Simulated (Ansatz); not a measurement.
# Hf2NF2 MXene monolayer in a perpendicular field, part 3 of 3

Aim: how the Hf2NF2 MXene monolayer screens a field along its normal, and what the field does to its bands. A positive field points along +c.

Ansatz 0.2.0; plane-wave DFT, PBE-D3(BJ), Ansatz PAW (the session's first sound run).

So far. Step 7 (Atoms held, field 0.2 V/Å): The dipole is 0.0536 e·Å. Step 8 (Single point, field 0.3 V/Å): The dipole is 0.0804 e·Å.

## (9) Response, atoms held

This step: plane-wave DFT, PBE-D3(BJ), Ansatz PAW; response to a field along the normal, atoms held (Ansatz 0.2.0).

The dipoles give the slope, and the difference of two potentials shows where the field is screened.

This step gave:

```yaml
equivalent_conductor_thickness_p_eps_0ae: 5.516 Å
distance_between_the_outer_atoms: 5.182 Å
```

Dipole of the cell against applied field:

```csv
applied field (V/Å),dipole of the cell (e·Å)
-0.050,-0.0134
0.000,1.1e-7
0.050,0.0134
0.100,0.0268
0.200,0.0536
0.300,0.0804
```

Local field over the applied field, running mean. From the potentials at -0.05 and 0.05 V/Å; running mean over 2.5 Å. The local field over applied field by z:

z (Å), local field over applied field and a bar from the least value:
```
      4.5      1.000 ##############################
      5.0      0.999 ##############################
      5.5      0.998 ##############################
      6.0      0.994 ##############################
      6.5      0.981 #############################
      7.0      0.945 ############################
      7.5      0.862 ##########################
      8.0      0.744 ######################
      8.5      0.602 ##################
      9.0      0.449 #############
      9.5      0.296 #########
     10.0      0.177 #####
     10.5      0.089 ###
     11.0      0.030 #
     11.5     -0.001 
     12.0      0.015 
     12.5      0.065 ##
     13.0      0.142 ####
     13.5      0.247 #######
     14.0      0.392 ############
     14.5      0.548 ################
     15.0      0.694 #####################
     15.5      0.823 #########################
     16.0      0.921 ############################
     16.5      0.972 #############################
     17.0      0.991 ##############################
     17.5      0.997 ##############################
     18.0      0.999 ##############################
     18.5      1.000 ##############################
     19.0      1.000 ##############################
```

Electrons, planar mean, per unit field. Induced electron density against z:

```csv
z (Å),induced electron density (e/Å³ per V/Å)
4.06,7.0e-7
4.49,1.6e-6
4.93,3.3e-6
5.22,5.6e-6
5.65,1.3e-5
6.09,3.0e-5
6.52,7.7e-5
6.95,2.1e-4
7.24,4.0e-4
7.68,0.00106
8.11,0.00241
8.55,0.00288
8.98,0.00153
9.42,9.0e-4
9.71,9.0e-4
10.14,0.00163
10.58,8.4e-4
11.01,3.8e-4
11.45,2.8e-4
11.74,-2.8e-4
12.17,-3.8e-4
12.60,-8.4e-4
13.04,-0.00163
13.47,-9.0e-4
13.76,-9.0e-4
14.20,-0.00153
14.63,-0.00288
15.07,-0.00241
15.50,-0.00106
15.94,-4.0e-4
16.23,-2.1e-4
16.66,-7.7e-5
17.10,-3.0e-5
17.53,-1.3e-5
17.97,-5.6e-6
18.26,-3.3e-6
18.69,-1.6e-6
19.12,-7.0e-7
```

By hand: between -0.05 and 0.05 V/Å the dipole changes by 0.02676 e·Å, a slope of 0.2676 e·Å²/V. A perfect conductor of thickness t has p = ε₀AEt, so t = 180.95 × 0.2676 / 8.781 = 5.51 Å (e/ε₀ = 180.95 V·Å, A in Å²).

The induced dipole is that of a conductor 5.52 Å thick.

## (10) The same run with other settings

This step: plane-wave DFT, PBE-D3(BJ), Ansatz PAW, but for the change named below (Ansatz 0.2.0).

A run with a changed input: it repeats the earlier run at 0.05 V/Å with hamiltonian.xc from pbe to revpbe, scf.eigensolver.kind to davidson, scf.occupations.method from fermi_dirac to cold and scf.occupations.width from 0.05 to 0.005.

File input.yaml:

```yaml
crystal:
  lattice:
    - [3.184187966, 0.0, 0.0]
    - [-1.592093983, 2.757587669, 0.0]
    - [0.0, 0.0, 23.1815031153]
  atoms:
    - { symbol: F, position: [0.3333333333, 0.6666666667, 0.3882405707] }
    - { symbol: Hf, position: [0.6666666667, 0.3333333333, 0.4478793199] }
    - { symbol: "N", position: [0.0, 0.0, 0.5] }
    - { symbol: Hf, position: [0.3333333333, 0.6666666667, 0.5521206801] }
    - { symbol: F, position: [0.6666666667, 0.3333333333, 0.6117594293] }
kpoints:
  mp_grid: { grid: [18, 18, 1] }
  band_path:
    path: [[0, 0, 0], [0.5, 0, 0], [0.33333333, 0.33333333, 0], [0, 0, 0]]
    npoints: 16
hamiltonian:
  xc: revpbe
  dispersion: d3bj
scf:
  occupations: { method: cold, width: 0.005 }
  convergence: { dr2_threshold: 1.0e-10 }
  eigensolver: { kind: davidson }
efield:
  axis: 3
  dipole_correction: true
  ramp_position: 0.97
  ramp_width: 0.06
  amplitude: 0.05
output:
  write_potential: true
  write_density: true
  volumetric_format: npy
```

The run is started by

```sh
$ ansatz run input.yaml --threads 4 --pin off --max-ram 6144MiB --backend cpu --events-out ev --progress --plain --runs-dir out
```

Numbers of over 12 decimals in the logs are rounded to 6 here.

The log of the run:

```text
[...]
Crystal: 5 atoms, lattice volume = 203.549 Å³
Basis set: ecut = 420 eV, 4013 PW (Γ)
Bands: 43, of which v1, the nominal top of the filled ones, is band 36 counted from 1 (35 counted from 0)
Symmetry: 6 space group operations
k-points: 37 of 324 (time reversal used)
[...]
SCF iter  16: F=-33472.556779 eV  HF=-33472.556779 eV  |F-HF|=2.36e-9  |Δ(HF+E_count)|=   1.19e-8  S|Δr|=    0.00e0  Δρ=2.30e-7  dr2=6.89e-11  ethr=1.54e-12 (applied; sched 1.00e-12)  p=0.013 e·Å  D=1.19e-2 V/Å  ΔV_dip=-0.28 eV  dr2_dipole=3.87e-12  V_vac-E_F(+/−)=3.61/2.83 eV  ⟨swp⟩=4.9  Hψ=3682  notcnv=1
the search or the solves at the SCF's close seem to have found levels that the self-consistency loop had missed (the run counts 1). By its estimate they hold under 1e-12 electrons; where the run keeps them, the occupations were computed again with them
SCF 1 converged in 16 iterations: F = -33472.556779 eV  dr2 = 6.89e-11
[...]
SCF converged after 16 iterations
Stability not checked: this state was not tested for a lower state beside it, because cold or Methfessel-Paxton smearing, or corrected tetrahedra, fill the levels in a way that the test cannot read (fill_not_monotonic; see scf.lower_state_search)
Free energy (F): -33472.556779 eV
[...]
Internal energy: -33472.556777 eV  (E = F + TS)
E sigma→0 (E₀):  -33472.556779 eV
Entropy (-TS):   -0.000002 eV (-0.000 meV/atom)
Fermi energy:    3.522048 eV
Dipole field:    D = 0.011909 V/Å  (p = 0.013397 e·Å, saw-weighted, corrected)
Work function:   not extracted (applied field tilts the vacuum); planar V_es + V_field profile in the machine report
[...]
--- Band table (eV; the first three rows and the last of 37) ---
  k-point 0: bands = [... 32 lower, -2.1831, -2.1831, 3.1196, 3.2204, 3.2204, 3.7336, 4.6550, 5.5703, ... 3 higher]
  k-point 1: bands = [... 32 lower, -2.2778, -2.1989, 3.0103, 3.1615, 3.2964, 3.8716, 4.8267, 5.3055, ... 3 higher]
  k-point 2: bands = [... 32 lower, -2.5128, -2.2396, 2.5742, 3.2592, 3.5206, 4.2330, 4.9301, 5.3005, ... 3 higher]
  k-point 36: bands = [... 32 lower, -3.3038, -2.6782, 3.3676, 3.6964, 3.6978, 5.4903, 6.6553, 6.6599, ... 3 higher]
```

It took 20 s on 4 threads of Intel Xeon Platinum 8488C (Sapphire Rapids), shared host; peak memory 0.72 GiB.

This step gave:

| Property | Result |
| --- | --- |
| dipole along the normal | 0.01340 e·Å |

The electronic bands at the labelled points (eV, zero at the Fermi level):

```csv
point,band 32,band 33,band 34,band 35,band 36,band 37,band 38,band 39
Γ,-6.44,-5.71,-5.71,-0.40,-0.30,-0.30,0.21,1.13
halfway,-6.57,-6.34,-5.86,-2.17,0.30,1.11,1.27,1.71
M,-6.94,-6.11,-5.83,-3.24,1.25,2.69,2.91,3.26
halfway,-6.91,-6.40,-6.16,-2.20,1.30,1.37,2.02,3.04
K,-6.83,-6.83,-6.20,-0.15,0.17,0.18,1.97,3.13
halfway,-6.60,-6.34,-6.15,-1.60,-0.86,1.67,1.79,2.20
Γ,-6.44,-5.71,-5.71,-0.40,-0.30,-0.30,0.21,1.13
```

```csv
quantity,this run,earlier run,difference
dipole along the normal (e·Å),0.01340,0.01338,1.6e-5
```

The dipole moves by under 0.5 % or 5e-5 e·Å. The run took 16 SCF cycles against 13.

Of the bands kept, 2 cross the Fermi level on this path.

## (11) The same run with other settings

This step: plane-wave DFT, PBE-D3(BJ), Ansatz PAW (Ansatz 0.2.0).

Another changed input: it repeats the earlier run at 0.05 V/Å with scf.algorithm to density_mixing and scf.mixing.preconditioner to ldos.

input.yaml, as its differences from that of step 10:

```diff
@@ -17,8 +17,9 @@
 hamiltonian:
-  xc: revpbe
+  xc: pbe
   dispersion: d3bj
 scf:
-  occupations: { method: cold, width: 0.005 }
+  occupations: { method: fermi_dirac, width: 0.05 }
   convergence: { dr2_threshold: 1.0e-10 }
-  eigensolver: { kind: davidson }
+  algorithm: density_mixing
+  mixing: { preconditioner: ldos }
 efield:
```

The log of the run:

```text
[...]
Crystal: 5 atoms, lattice volume = 203.549 Å³
Basis set: ecut = 420 eV, 4013 PW (Γ)
Bands: 43, of which v1, the nominal top of the filled ones, is band 36 counted from 1 (35 counted from 0)
Symmetry: 6 space group operations
k-points: 37 of 324 (time reversal used)
[...]
SCF iter   1: F=—  HF=-33453.844561 eV  |F-HF|=—  |Δ(HF+E_count)|=         —  Δρ=6.86e-2  dr2=1.43e1  ethr=3.10e-3  p=0.016 e·Å  D=1.42e-2 V/Å  ΔV_dip=-0.33 eV  dr2_dipole=6.18e-5  V_vac-E_F(+/−)=6.43/5.70 eV  ⟨swp⟩=8.6  Hψ=7058  notcnv=0  defer=1
[...]
SCF iter  13: F=-33450.133653 eV  HF=-33450.133653 eV  |F-HF|=1.09e-10  |Δ(HF+E_count)|=  1.46e-11  Δρ=8.05e-8  dr2=9.63e-12  ethr=1.00e-12  p=0.013 e·Å  D=1.19e-2 V/Å  ΔV_dip=-0.28 eV  dr2_dipole=2.37e-13  V_vac-E_F(+/−)=3.75/2.97 eV  ⟨swp⟩=12.9  Hψ=7043  notcnv=0
SCF 1 converged in 13 iterations: F = -33450.133653 eV  dr2 = 9.63e-12
[...]
SCF converged after 13 iterations
Free energy (F): -33450.133653 eV
[...]
Internal energy: -33450.121888 eV  (E = F + TS)
E sigma→0 (E₀):  -33450.127771 eV
Entropy (-TS):   -0.011765 eV (-2.353 meV/atom)
Fermi energy:    3.392287 eV
Dipole field:    D = 0.011895 V/Å  (p = 0.013381 e·Å, saw-weighted, corrected)
Work function:   not extracted (applied field tilts the vacuum); planar V_es + V_field profile in the machine report
[...]
--- Band table (eV; the first three rows and the last of 37) ---
  k-point 0: bands = [... 32 lower, -2.3057, -2.3057, 2.9824, 3.0760, 3.0760, 3.5433, 4.4445, 5.4562, ... 3 higher]
  k-point 1: bands = [... 32 lower, -2.4014, -2.3215, 2.8655, 3.0227, 3.1520, 3.6824, 4.6156, 5.1655, ... 3 higher]
  k-point 2: bands = [... 32 lower, -2.6382, -2.3624, 2.4298, 3.1192, 3.3763, 4.0468, 4.7426, 5.1276, ... 3 higher]
  k-point 36: bands = [... 32 lower, -3.4229, -2.7973, 3.2219, 3.5566, 3.5580, 5.3305, 6.4886, 6.4934, ... 3 higher]
```

Elapsed: 18 s, on 4 threads; peak memory 0.76 GiB.

This step gave:

| Quantity | Value |
| --- | --- |
| energy at zero smearing | -33450.1278 eV |
| dipole along the normal | 0.01338 e·Å |

Electronic bands along the path, in eV, zero at the Fermi level:

```csv
point,band 32,band 33,band 34,band 35,band 36,band 37,band 38,band 39
Γ,-6.44,-5.70,-5.70,-0.41,-0.32,-0.32,0.15,1.05
halfway,-6.56,-6.33,-5.85,-2.18,0.29,1.10,1.23,1.67
M,-6.93,-6.09,-5.82,-3.25,1.22,2.66,2.87,3.25
halfway,-6.89,-6.39,-6.15,-2.21,1.28,1.35,1.98,3.01
K,-6.82,-6.82,-6.19,-0.17,0.16,0.17,1.94,3.10
halfway,-6.59,-6.33,-6.14,-1.61,-0.88,1.66,1.76,2.14
Γ,-6.44,-5.70,-5.70,-0.41,-0.32,-0.32,0.15,1.05
```

```csv
quantity,this run,earlier run,difference
dipole along the normal (e·Å),0.01338,0.01338,0
```

The dipole moves by under 0.5 % or 5e-5 e·Å.

Of the bands kept, 2 cross the Fermi level on this path.

## (12) Summary of results

```yaml
gap_without_field: none
work_function_upper_face: 3.37 eV
equivalent_conductor_thickness_atoms_held: 5.52 Å
```

The induced dipole equals that of a perfect conductor 5.52 Å thick, while the outer atoms lie 5.18 Å apart. There is no gap over 0.03 eV, with or without the field. The first relaxation ran with spin and lost its moment, and the later runs have none; other magnetic states were not tried. Spin-orbit coupling is left out, which matters for the bands of elements this heavy. The MXene's terminations sit over the metal atoms of its far layer; the site over carbon or nitrogen, which some compounds prefer, was not run.

[Logs are printed without paths, hosts, clocks, repeated set-up lines and the standing remarks that a program may print on its own settings, such as how far it seeks lower states.]

[Hosts, paths, dates, database ids (printed as entryN), source tags and the programs' standing remarks are cut or masked in the printed files.]

[Maps of the electrostatic potential energy from Ansatz leave out the sawtooth potential of an applied field or a dipole correction, so their vacuum need not be flat; planar profiles and work functions include it.]
